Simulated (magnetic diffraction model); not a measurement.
# Which magnetic order? DyZnAg

Space group P6_3/mmc (no. 194), a = 4.4910 Å, c = 6.9430 Å.

| site | atom | x | y | z |
| --- | --- | --- | --- | --- |
| 2a | Dy | 0 | 0 | 0 |
| 2d | Ag | 1/3 | 2/3 | 3/4 |
| 2c | Zn | 1/3 | 2/3 | 1/4 |

The compound is invented for this exercise: a known structure type with other elements, its cell scaled to their sizes and not relaxed.

Only Dy is taken to order (form factors of Dy3+); orders and moment sizes are assumed, and not adapted to the symmetry. Radiation: neutrons of λ = 2.567 Å (absorption by Dy left out), 8° to 100°; isotropic B of 0.12 Å² (Dy), 0.17 Å² (Ag) and 0.17 Å² (Zn). Simulated constant-wavelength pattern: nuclear and magnetic terms add, the magnetic one as |2.695 fm × Σ f S⊥ exp(2πi Q·r) exp(−B s²)|², summed over all Q at one angle with the factor 1/(sin²θ cos θ). For collinear order S is the moment m, which repeats by lattice and centring translations R with the sign exp(−2πi k·R). Free-ion form factors, Sears's scattering lengths of 1992, no absorption; a label names one of the reflections at its angle. The strongest nuclear line in the range is 100, and lines under 0.2 are left out.

Above the ordering temperature:

| 2θ (°) | index | I |
| --- | --- | --- |
| 38.54 | (1 0 0) | 25.0 |
| 43.40 | (0 0 2) | 1.5 |
| 59.42 | (1 0 2) | 100.0 |
| 69.72 | (1 1 0) | 62.5 |
| 82.60 | (2 0 0) | 7.8 |
| 85.80 | (1 1 2) | 3.5 |
| 95.37 | (0 0 4) | 15.0 |
| 98.32 | (2 0 2) | 56.2 |

Below it (cell unchanged):

```csv
2θ (°),I
19.00,113.1
33.21,36.0
38.54,25.0
43.40,1.5
47.77,5.6
51.77,28.3
55.72,9.1
59.34,10.6
59.42,100.0
69.72,62.5
69.79,17.7
73.02,13.8
76.32,8.1
82.60,7.8
85.80,3.5
88.93,13.7
91.98,9.0
95.37,15.0
98.25,8.1
98.32,56.2
98.51,0.4
```

**Question.** Check that the new lines index with k = (1/2 0 0), then choose among these models:
A. collinear moments along [120], 7.9 μB on Dy; signs + at (0, 0, 0), − at (0, 0, 1/2)
B. collinear moments along [001], 7.9 μB on Dy; signs + at (0, 0, 0), + at (0, 0, 1/2)
C. collinear moments along [001], 7.9 μB on Dy; signs + at (0, 0, 0), − at (0, 0, 1/2)
D. collinear moments along [120], 7.9 μB on Dy; signs + at (0, 0, 0), + at (0, 0, 1/2)

The new lines index as (1/2 0 0) at 19.00°, (1/2 -1 0) at 33.21°, (1/2 0 2) at 47.77° and (1/2 1 0) at 51.77°, that is as H ± k with k = (1/2 0 0), one of 3 inequivalent arms of its star (k and −k counted as one), which a powder can't tell apart. Half indices mean that the moments reverse under translations with k·R a half-integer, and the magnetic cell has twice the primitive volume.

Magnetic intensity, observed (below minus above) and for each model:

| 2θ (°) | index | observed | A | B | C | D |
| --- | --- | --- | --- | --- | --- | --- |
| 19.00 | (1/2 0 0) | 113.1 | <0.2 | 113.1 | <0.2 | 84.9 |
| 28.69 | (1/2 0 1) | <0.2 | 86.6 | <0.2 | 43.2 | <0.2 |
| 33.21 | (1/2 -1 0) | 36.0 | <0.2 | 36.0 | <0.2 | 9.0 |
| 39.80 | (1/2 -1 1) | <0.2 | 23.2 | <0.2 | 34.8 | <0.2 |
| 47.77 | (1/2 0 2) | 5.6 | <0.2 | 5.6 | <0.2 | 32.2 |
| 51.77 | (1/2 1 0) | 28.3 | <0.2 | 28.3 | <0.2 | 15.2 |
| 56.60 | (1/2 1 1) | <0.2 | 28.5 | <0.2 | 39.8 | <0.2 |
| 77.07 | (3/2 -2 1) | <0.2 | 8.7 | <0.2 | 22.6 | <0.2 |

Model B matches.

The structure used: k = (1/2 0 0), collinear moments along [001], 7.9 μB on Dy; signs + at (0, 0, 0), + at (0, 0, 1/2).

[Logs are printed without paths, hosts, clocks, repeated set-up lines and the standing remarks that a program may print on its own settings, such as how far it seeks lower states.]
